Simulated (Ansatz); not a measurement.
# How Ta(100) screens a field

Wanted: the response of a Ta(100) slab to a perpendicular field.

Method: plane-wave DFT, PBE, Ansatz PAW, in Ansatz 0.2.0.

### Step 1. Starting point

The cell holds 9 atoms: 9 Ta. Its edges and angles: a = 3.310 Å, b = 3.310 Å, c = 31.240 Å, α = 90.0°, β = 90.0°, γ = 90.0°. Vacuum lies along c.

### Step 2. Atoms held, field 0

A sawtooth potential applies the field, turning back in the middle of the vacuum. With the dipole correction the typed value is the field outside the slab. The induced dipole is small, so the SCF threshold is tight.

Input file input.yaml:

```yaml
crystal:
  lattice:
    - [3.31, 0.0, 0.0]
    - [0.0, 3.31, 0.0]
    - [0.0, 0.0, 31.24]
  atoms:
    - { symbol: Ta, position: [0.0, 0.0, 0.2880921895] }
    - { symbol: Ta, position: [0.5, 0.5, 0.3410691421] }
    - { symbol: Ta, position: [0.0, 0.0, 0.3940460948] }
    - { symbol: Ta, position: [0.5, 0.5, 0.4470230474] }
    - { symbol: Ta, position: [0.0, 0.0, 0.5] }
    - { symbol: Ta, position: [0.5, 0.5, 0.5529769526] }
    - { symbol: Ta, position: [0.0, 0.0, 0.6059539052] }
    - { symbol: Ta, position: [0.5, 0.5, 0.6589308579] }
    - { symbol: Ta, position: [0.0, 0.0, 0.7119078105] }
kpoints:
  mp_grid: { grid: [16, 16, 1] }
hamiltonian:
  xc: pbe
scf:
  occupations: { method: fermi_dirac, width: 0.1 }
  convergence: { dr2_threshold: 1.0e-10 }
efield:
  axis: 3
  dipole_correction: true
  ramp_position: 0.97
  ramp_width: 0.06
  amplitude: 0
output:
  forces: true
  write_potential: true
  write_density: true
  volumetric_format: npy
```

Launch:

```bash
> ansatz run input.yaml --threads 4 --pin off --max-ram 6144MiB --backend cpu --events-out ev --progress --plain --runs-dir out
```

Numbers of over 12 decimals in the logs are rounded to 6 here.

The program printed:

```text
Engine: ansatz 0.2.0, x86_64-unknown-linux-gnu
Pseudopotentials: kind: paw
Pseudopotential: Ta, paw, valence charge 13, recommended cutoff 420 eV (normal), Ta.paw.azcp
Functional definition: PBE
  parameter kappa = 0.804
  parameter beta = 0.066725
  exchange = pbe_x(kappa = kappa, mu = beta*pi^2/3)
  correlation = pbe_c(beta = beta)
Crystal: 9 atoms, lattice volume = 342.269 Å³
Basis set: ecut = 420 eV, 6737 PW (Γ), exchange–correlation on 48×48×432 points (8 copies of the dense FFT grid, shifted against one another)
Bands: 71, of which v1, the nominal top of the filled ones, is band 59 counted from 1 (58 counted from 0)
Symmetry: 8 space group operations
k-points: 45 of 256
Non-local potential: Ta, projectors of the file, l = 0: 3, l = 1: 2, l = 2: 2, l = 3: 1
PAW form: soft (Blöchl's): semilocal exchange-correlation on the pseudo side does not see the compensation charge
PAW one-centre angular grid: Ta, 590 points (default); XC on 64 Gauss nodes
Initial density: superposition of atomic densities (neutral atoms: chi_scale 0, normalization atom), corrected by the library's trained network
Initial wavefunctions: pseudopotential atomic-orbital guess
Functional: x = pbe(κ = 0.804, μ = 0.219515), c = pbe(β = 0.066725)
SCF iter   1: F=—  HF=-89386.939592 eV  |F-HF|=—  |Δ(HF+E_count)|=         —  Δρ=1.03e-2  dr2=1.45e1  ethr=1.77e-3  p=0.000 e·Å  D=2.81e-13 V/Å  ΔV_dip=-0.00 eV  dr2_dipole=2.98e-7  V_vac-E_F(+/−)=4.34/4.34 eV  ⟨swp⟩=8.6  Hψ=14967  notcnv=0
efield: sawtooth ramp at fractional position 0.9700 (set: `efield.ramp_position`, or a place that a band, a saddle search or an elastic batch's reference lends), width 0.0600; the density the first Hamiltonian is built on has a dipole p = 0.000 e·Å; the dipole correction subtracts the counter field D = 2.81e-13 V/Å, which shifts the + side's vacuum level by -0.00 eV against the − side's; the planar-averaged density in the ramp window peaks in size at 3.3e-5 e/Å³
preconditioner: auto → LDOS  [metal: Δε(μ)=0.005 eV  Ē_g=3.779 eV  σ=0.100 eV  W_gap=0.01  n_scr=74 (ndim 8)  ℏωp=13.5 eV  f_vac=0.457  D(μ)=8.99/eV (n_scr^D=64)  β→1.0]
SCF iter   2: F=—  HF=-89386.737931 eV  |F-HF|=—  |Δ(HF+E_count)|=   2.02e-1  Δρ=4.82e-3  dr2=1.44e0  ethr=1.77e-3  p=0.000 e·Å  D=2.69e-5 V/Å  ΔV_dip=-0.00 eV  dr2_dipole=2.34e-6  V_vac-E_F(+/−)=3.82/3.83 eV  ⟨swp⟩=3.8  Hψ=4608  notcnv=0
SCF iter   3: F=—  HF=-89386.705285 eV  |F-HF|=—  |Δ(HF+E_count)|=   3.26e-2  Δρ=8.34e-4  dr2=3.65e-2  ethr=1.23e-3  p=-0.000 e·Å  D=-2.04e-6 V/Å  ΔV_dip=0.00 eV  dr2_dipole=5.70e-9  V_vac-E_F(+/−)=3.99/3.99 eV  ⟨swp⟩=1.9  Hψ=3369  notcnv=0
SCF iter   4: F=—  HF=-89386.706019 eV  |F-HF|=—  |Δ(HF+E_count)|=   7.34e-4  Δρ=2.17e-4  dr2=3.54e-4  ethr=3.12e-5  p=0.000 e·Å  D=2.02e-7 V/Å  ΔV_dip=-0.00 eV  dr2_dipole=2.71e-9  V_vac-E_F(+/−)=3.97/3.97 eV  ⟨swp⟩=1.8  Hψ=3632  notcnv=0
SCF iter   5: F=—  HF=-89386.706032 eV  |F-HF|=—  |Δ(HF+E_count)|=   1.23e-5  Δρ=9.45e-5  dr2=1.79e-4  ethr=3.02e-7  p=-0.000 e·Å  D=-8.06e-7 V/Å  ΔV_dip=0.00 eV  dr2_dipole=3.06e-10  V_vac-E_F(+/−)=3.98/3.98 eV  ⟨swp⟩=3.1  Hψ=5970  notcnv=0
SCF iter   6: F=—  HF=-89386.706049 eV  |F-HF|=—  |Δ(HF+E_count)|=   1.75e-5  Δρ=4.14e-5  dr2=3.91e-5  ethr=1.53e-7  p=0.000 e·Å  D=4.89e-8 V/Å  ΔV_dip=-0.00 eV  dr2_dipole=7.69e-11  V_vac-E_F(+/−)=3.99/3.99 eV  ⟨swp⟩=2.4  Hψ=4655  notcnv=0
SCF iter   7: F=—  HF=-89386.706061 eV  |F-HF|=—  |Δ(HF+E_count)|=   1.16e-5  Δρ=7.94e-6  dr2=1.09e-6  ethr=3.35e-8  p=-0.000 e·Å  D=-9.25e-8 V/Å  ΔV_dip=0.00 eV  dr2_dipole=8.23e-14  V_vac-E_F(+/−)=3.99/3.99 eV  ⟨swp⟩=2.2  Hψ=4178  notcnv=0
SCF iter   8: F=—  HF=-89386.706395 eV  |F-HF|=—  |Δ(HF+E_count)|=   3.34e-4  Δρ=2.68e-6  dr2=5.41e-8  ethr=9.30e-10  p=-0.000 e·Å  D=-6.81e-8 V/Å  ΔV_dip=0.00 eV  dr2_dipole=1.54e-12  V_vac-E_F(+/−)=3.99/3.99 eV  ⟨swp⟩=2.7  Hψ=5601  notcnv=0
SCF iter   9: F=—  HF=-89386.706395 eV  |F-HF|=—  |Δ(HF+E_count)|=   3.46e-8  Δρ=9.36e-7  dr2=5.62e-9  ethr=4.63e-11  p=-0.000 e·Å  D=-2.00e-8 V/Å  ΔV_dip=0.00 eV  dr2_dipole=2.19e-13  V_vac-E_F(+/−)=4.00/4.00 eV  ⟨swp⟩=2.4  Hψ=5731  notcnv=0
SCF iter  10: F=—  HF=-89386.706395 eV  |F-HF|=—  |Δ(HF+E_count)|=   3.51e-9  Δρ=2.90e-7  dr2=4.20e-10  ethr=4.80e-12  p=-0.000 e·Å  D=-1.23e-8 V/Å  ΔV_dip=0.00 eV  dr2_dipole=2.19e-14  V_vac-E_F(+/−)=4.00/4.00 eV  ⟨swp⟩=2.8  Hψ=6502  notcnv=0
SCF iter  11: F=-89386.706395 eV  HF=-89386.706395 eV  |F-HF|=1.46e-11  |Δ(HF+E_count)|=  6.40e-10  Δρ=7.39e-8  dr2=3.53e-11  ethr=1.00e-12  p=-0.000 e·Å  D=-3.65e-9 V/Å  ΔV_dip=0.00 eV  dr2_dipole=2.50e-15  V_vac-E_F(+/−)=4.00/4.00 eV  ⟨swp⟩=14.4  Hψ=20778  notcnv=0
SCF 1 converged in 11 iterations: F = -89386.706395 eV  dr2 = 3.53e-11
  greatest PAW one-centre occupation: 0.999 electrons in one spin orbital (limit 2), on the Ta atom at site 4 (counted from 0), in its partial waves of l = 0
WARN: The output density's exchange-correlation potential varies sharply where the density is thin. Do not read a vacuum level from v_tot or v_xc, or from such a field of the output density. On a cell that repeats whose density bears no net charge and no dipole along the vacuum's axis use v_es (v_loc + v_h of the components); under efield.dipole_correction with no amplitude use v_es + v_field, which holds any externa [...]
SCF converged after 11 iterations
Free energy (F): -89386.706395 eV
Harris-Foulkes:  -89386.706395 eV  (|F-HF|=1.46e-11)
Internal energy: -89386.371628 eV  (E = F + TS)
E sigma→0 (E₀):  -89386.539012 eV
Entropy (-TS):   -0.334766 eV (-37.196 meV/atom)
Fermi energy:    6.944592 eV
Dipole field:    D = -0.000000 V/Å  (p = -0.000000 e·Å, saw-weighted, corrected)
Work function:   Φ+ = 3.9952 eV   Φ− = 3.9952 eV
Levels:          The Fermi level and band energies are counted from a zero that moves with the ramp; work functions are not
--- Per-component energies (eV) ---
  E_band       = -2322.737544
  E_kinetic    = 3279.863241
  E_local      = -166685.747453  (includes V_loc(G=0)·N_el)
  E_nonlocal   = 131.890755
  E_hartree    = 81896.039998
  E_xc         = -1958.895149
  E_vxc        = -1826.716241  (∫ρ·V_xc dr)
  E_paw        = -75567.892213  (= ΣΔE_a)
  E_vpaw       = -1014.108182  (= ΣTr[D̂ρ^β])
  E_aug_tail   = 0.001257  (compensation charges beyond the density's cutoff)
  E_efield     = 0.000000  (sawtooth field / dipole correction)
  E_vefield    = 0.000000  (∫n·V_field dr)
  E_ewald      = 69518.367936
  E_smearing   = -0.334766  (= −TS)
  E_closure    = -0.000000  (closes the sum)
  Σ components = -89386.706395   (vs F -89386.706395, Δ=0.00e0)
--- Forces (eV/Å), atoms counted from 1 ---
  atom   1  Ta     0.00000000     0.00000000     1.26328656
  atom   2  Ta    -0.00000000     0.00000000    -1.18465464
  atom   3  Ta     0.00000000     0.00000000    -0.41092723
  atom   4  Ta    -0.00000000     0.00000000     0.28949262
  atom   5  Ta     0.00000000     0.00000000     0.00000000
  atom   6  Ta     0.00000000     0.00000000    -0.28949263
  atom   7  Ta    -0.00000000     0.00000000     0.41092717
  atom   8  Ta     0.00000000     0.00000000     1.18465471
  atom   9  Ta     0.00000000     0.00000000    -1.26328647
  max |Σ_I F_I| component: 8.42e-8 eV/Å
--- Band table (eV; the first three rows and the last of 45) ---
  k-point 0: bands = [... 55 lower, 7.4551, 7.4551, 7.6362, 7.6362, 7.7123, 7.7123, 7.7156, 7.9232, ... 8 higher]
  k-point 1: bands = [... 55 lower, 7.3921, 7.4437, 7.5258, 7.5543, 7.5951, 7.6288, 7.7790, 7.8550, ... 8 higher]
  k-point 2: bands = [... 55 lower, 7.1492, 7.1947, 7.2487, 7.4995, 7.6426, 7.6960, 7.7212, 7.7304, ... 8 higher]
  k-point 44: bands = [... 55 lower, 6.3060, 6.3060, 7.0722, 7.0722, 7.9450, 7.9450, 9.1368, 9.1368, ... 8 higher]
```

Wall time 27 s (4 threads of Intel Xeon Platinum 8488C (Sapphire Rapids), shared host); peak memory 1.3 GiB.

Numbers from this step:

| Item | Value |
| --- | --- |
| energy at zero smearing | -89386.5390 eV |
| work function, upper face | 3.995 eV |
| dipole along the normal | -1.04e-7 e·Å |

Running mean over 1.655 Å of the planar mean; the ramp of the sawtooth is left out. Electron's electrostatic potential energy less the Fermi level against z:

z (Å), electron's electrostatic potential energy less the Fermi level (eV) and a bar from the least value:
```
        4        4.0 ##############################
        5        4.0 ##############################
        6        3.9 ##############################
        7        3.0 ############################
        8       -2.6 ################
        9       -9.8 #
       10      -10.2 
       11      -10.1 
       12      -10.0 
       13      -10.0 
       14      -10.0 
       15       -9.9 
       16       -9.9 #
       17      -10.0 
       18      -10.0 
       19      -10.0 
       20      -10.1 
       21      -10.1 
       22      -10.2 
       23       -4.9 ###########
       24        2.4 ###########################
       25        3.8 ##############################
       26        4.0 ##############################
       27        4.0 ##############################
       28        4.0 ##############################
```

Force by atom:

```
atom  x (eV/Å)  y (eV/Å)  z (eV/Å)  size
 Ta1      0.00      0.00      1.26  1.26
 Ta2      0.00      0.00     -1.18  1.18
 Ta3      0.00      0.00     -0.41  0.41
 Ta4      0.00      0.00      0.29  0.29
 Ta5      0.00      0.00      0.00  0.00
 Ta6      0.00      0.00     -0.29  0.29
 Ta7      0.00      0.00      0.41  0.41
 Ta8      0.00      0.00      1.18  1.18
 Ta9      0.00      0.00     -1.26  1.26
```

The work function of the upper face is 4.00 eV.

### Step 3. Single point, field 0.05 V/Å

input.yaml, as its differences from that of step 2:

```diff
@@ -27,3 +27,3 @@
   ramp_width: 0.06
-  amplitude: 0
+  amplitude: 0.05
 output:
```

The program printed:

```text
[...]
Crystal: 9 atoms, lattice volume = 342.269 Å³
Basis set: ecut = 420 eV, 6737 PW (Γ), exchange–correlation on 48×48×432 points (8 copies of the dense FFT grid, shifted against one another)
Bands: 71, of which v1, the nominal top of the filled ones, is band 59 counted from 1 (58 counted from 0)
Symmetry: 8 space group operations
k-points: 45 of 256
[...]
k-point 0: bands = [... 55 lower, 7.4549, 7.4549, 7.6360, 7.6360, 7.7122, 7.7122, 7.7154, 7.9230, ... 8 higher]
  k-point 1: bands = [... 55 lower, 7.3920, 7.4435, 7.5256, 7.5541, 7.5949, 7.6286, 7.7788, 7.8548, ... 8 higher]
  k-point 2: bands = [... 55 lower, 7.1490, 7.1946, 7.2485, 7.4993, 7.6424, 7.6958, 7.7204, 7.7308, ... 8 higher]
  k-point 44: bands = [... 55 lower, 6.3059, 6.3059, 7.0720, 7.0720, 7.9448, 7.9448, 9.1366, 9.1366, ... 8 higher]
[key lines of the parts left out:]
SCF converged after 16 iterations
Free energy (F): -89386.707745 eV
Fermi energy:    6.944420 eV
Dipole field:    D = 0.028555 V/Å  (p = 0.054013 e·Å, saw-weighted, corrected)
```

Elapsed: 44 s, on 4 threads; peak memory 1.2 GiB.

The dipole is 0.0540 e·Å.

### Step 4. Single point, field -0.05 V/Å

input.yaml, as its differences from that of step 3:

```diff
@@ -27,3 +27,3 @@
   ramp_width: 0.06
-  amplitude: 0.05
+  amplitude: -0.05
 output:
```

The program printed:

```text
[...]
Crystal: 9 atoms, lattice volume = 342.269 Å³
Basis set: ecut = 420 eV, 6737 PW (Γ), exchange–correlation on 48×48×432 points (8 copies of the dense FFT grid, shifted against one another)
Bands: 71, of which v1, the nominal top of the filled ones, is band 59 counted from 1 (58 counted from 0)
Symmetry: 8 space group operations
k-points: 45 of 256
[...]
k-point 0: bands = [... 55 lower, 7.4549, 7.4549, 7.6360, 7.6360, 7.7122, 7.7122, 7.7154, 7.9230, ... 8 higher]
  k-point 1: bands = [... 55 lower, 7.3920, 7.4435, 7.5256, 7.5541, 7.5949, 7.6286, 7.7788, 7.8548, ... 8 higher]
  k-point 2: bands = [... 55 lower, 7.1490, 7.1946, 7.2485, 7.4993, 7.6424, 7.6958, 7.7204, 7.7308, ... 8 higher]
  k-point 44: bands = [... 55 lower, 6.3059, 6.3059, 7.0720, 7.0720, 7.9448, 7.9448, 9.1366, 9.1366, ... 8 higher]
[key lines of the parts left out:]
SCF converged after 16 iterations
Free energy (F): -89386.707745 eV
Fermi energy:    6.944420 eV
Dipole field:    D = -0.028555 V/Å  (p = -0.054012 e·Å, saw-weighted, corrected)
```

The job ended after 44 s (4 threads; peak memory 1.2 GiB; 2.9 min of CPU time).

The dipole is -0.0540 e·Å.

### Step 5. Atoms held, field 0.1 V/Å

input.yaml, as its differences from that of step 4:

```diff
@@ -27,3 +27,3 @@
   ramp_width: 0.06
-  amplitude: -0.05
+  amplitude: 0.1
 output:
```

The program printed:

```text
[...]
Crystal: 9 atoms, lattice volume = 342.269 Å³
Basis set: ecut = 420 eV, 6737 PW (Γ), exchange–correlation on 48×48×432 points (8 copies of the dense FFT grid, shifted against one another)
Bands: 71, of which v1, the nominal top of the filled ones, is band 59 counted from 1 (58 counted from 0)
Symmetry: 8 space group operations
k-points: 45 of 256
[...]
k-point 0: bands = [... 55 lower, 7.4544, 7.4544, 7.6355, 7.6355, 7.7116, 7.7116, 7.7149, 7.9225, ... 8 higher]
  k-point 1: bands = [... 55 lower, 7.3914, 7.4430, 7.5251, 7.5535, 7.5944, 7.6281, 7.7783, 7.8543, ... 8 higher]
  k-point 2: bands = [... 55 lower, 7.1485, 7.1941, 7.2480, 7.4988, 7.6419, 7.6953, 7.7185, 7.7317, ... 8 higher]
  k-point 44: bands = [... 55 lower, 6.3053, 6.3053, 7.0715, 7.0715, 7.9443, 7.9443, 9.1361, 9.1361, ... 8 higher]
[key lines of the parts left out:]
SCF converged after 15 iterations
Free energy (F): -89386.711796 eV
Fermi energy:    6.943914 eV
Dipole field:    D = 0.057116 V/Å  (p = 0.108034 e·Å, saw-weighted, corrected)
```

The job ended after 43 s (4 threads; peak memory 1.2 GiB).

The dipole is 0.108 e·Å.

### Step 6. Atoms held, field -0.1 V/Å

input.yaml, as its differences from that of step 5:

```diff
@@ -27,3 +27,3 @@
   ramp_width: 0.06
-  amplitude: 0.1
+  amplitude: -0.1
 output:
```

The program printed:

```text
[...]
Crystal: 9 atoms, lattice volume = 342.269 Å³
Basis set: ecut = 420 eV, 6737 PW (Γ), exchange–correlation on 48×48×432 points (8 copies of the dense FFT grid, shifted against one another)
Bands: 71, of which v1, the nominal top of the filled ones, is band 59 counted from 1 (58 counted from 0)
Symmetry: 8 space group operations
k-points: 45 of 256
[...]
k-point 0: bands = [... 55 lower, 7.4544, 7.4544, 7.6355, 7.6355, 7.7116, 7.7116, 7.7149, 7.9225, ... 8 higher]
  k-point 1: bands = [... 55 lower, 7.3914, 7.4430, 7.5251, 7.5535, 7.5944, 7.6281, 7.7783, 7.8543, ... 8 higher]
  k-point 2: bands = [... 55 lower, 7.1485, 7.1941, 7.2480, 7.4988, 7.6419, 7.6953, 7.7185, 7.7317, ... 8 higher]
  k-point 44: bands = [... 55 lower, 6.3053, 6.3053, 7.0715, 7.0715, 7.9443, 7.9443, 9.1361, 9.1361, ... 8 higher]
[key lines of the parts left out:]
SCF converged after 15 iterations
Free energy (F): -89386.711796 eV
Fermi energy:    6.943913 eV
Dipole field:    D = -0.057115 V/Å  (p = -0.108033 e·Å, saw-weighted, corrected)
```

The job ended after 43 s (4 threads; peak memory 1.2 GiB; 2.8 min of CPU time).

The dipole is -0.108 e·Å.

### Step 7. Single point, field 0.2 V/Å

input.yaml, as its differences from that of step 6:

```diff
@@ -27,3 +27,3 @@
   ramp_width: 0.06
-  amplitude: -0.1
+  amplitude: 0.2
 output:
```

The program printed:

```text
[...]
Crystal: 9 atoms, lattice volume = 342.269 Å³
Basis set: ecut = 420 eV, 6737 PW (Γ), exchange–correlation on 48×48×432 points (8 copies of the dense FFT grid, shifted against one another)
Bands: 71, of which v1, the nominal top of the filled ones, is band 59 counted from 1 (58 counted from 0)
Symmetry: 8 space group operations
k-points: 45 of 256
[...]
k-point 0: bands = [... 55 lower, 7.4524, 7.4524, 7.6334, 7.6334, 7.7095, 7.7095, 7.7128, 7.9204, ... 8 higher]
  k-point 1: bands = [... 55 lower, 7.3893, 7.4408, 7.5230, 7.5514, 7.5923, 7.6260, 7.7761, 7.8521, ... 8 higher]
  k-point 2: bands = [... 55 lower, 7.1463, 7.1920, 7.2458, 7.4967, 7.6397, 7.6932, 7.7124, 7.7334, ... 8 higher]
  k-point 44: bands = [... 55 lower, 6.3032, 6.3032, 7.0694, 7.0694, 7.9422, 7.9422, 9.1338, 9.1338, ... 8 higher]
[key lines of the parts left out:]
SCF converged after 16 iterations
Free energy (F): -89386.728001 eV
Fermi energy:    6.941854 eV
Dipole field:    D = 0.114244 V/Å  (p = 0.216092 e·Å, saw-weighted, corrected)
```

Elapsed: 43 s, on 4 threads; peak memory 1.2 GiB; 2.8 min of CPU time.

The dipole is 0.216 e·Å.

### Step 8. Atoms held, field -0.2 V/Å

input.yaml, as its differences from that of step 7:

```diff
@@ -27,3 +27,3 @@
   ramp_width: 0.06
-  amplitude: 0.2
+  amplitude: -0.2
 output:
```

The program printed:

```text
[...]
Crystal: 9 atoms, lattice volume = 342.269 Å³
Basis set: ecut = 420 eV, 6737 PW (Γ), exchange–correlation on 48×48×432 points (8 copies of the dense FFT grid, shifted against one another)
Bands: 71, of which v1, the nominal top of the filled ones, is band 59 counted from 1 (58 counted from 0)
Symmetry: 8 space group operations
k-points: 45 of 256
[...]
k-point 0: bands = [... 55 lower, 7.4524, 7.4524, 7.6334, 7.6334, 7.7095, 7.7095, 7.7128, 7.9204, ... 8 higher]
  k-point 1: bands = [... 55 lower, 7.3893, 7.4408, 7.5230, 7.5514, 7.5923, 7.6260, 7.7761, 7.8521, ... 8 higher]
  k-point 2: bands = [... 55 lower, 7.1463, 7.1920, 7.2458, 7.4967, 7.6397, 7.6932, 7.7124, 7.7334, ... 8 higher]
  k-point 44: bands = [... 55 lower, 6.3032, 6.3032, 7.0694, 7.0694, 7.9422, 7.9422, 9.1338, 9.1338, ... 8 higher]
[key lines of the parts left out:]
SCF converged after 16 iterations
Free energy (F): -89386.728001 eV
Fermi energy:    6.941853 eV
Dipole field:    D = -0.114244 V/Å  (p = -0.216092 e·Å, saw-weighted, corrected)
```

Elapsed: 44 s, on 4 threads; peak memory 1.3 GiB; 2.9 min of CPU time.

The dipole is -0.216 e·Å.

(Part 1 of 2 ends here.)

[Logs are printed without paths, hosts, clocks, repeated set-up lines and the standing remarks that a program may print on its own settings, such as how far it seeks lower states.]

[Hosts, paths, dates, database ids (printed as entryN), source tags and the programs' standing remarks are cut or masked in the printed files.]

[Maps of the electrostatic potential energy from Ansatz leave out the sawtooth potential of an applied field or a dipole correction, so their vacuum need not be flat; planar profiles and work functions include it.]
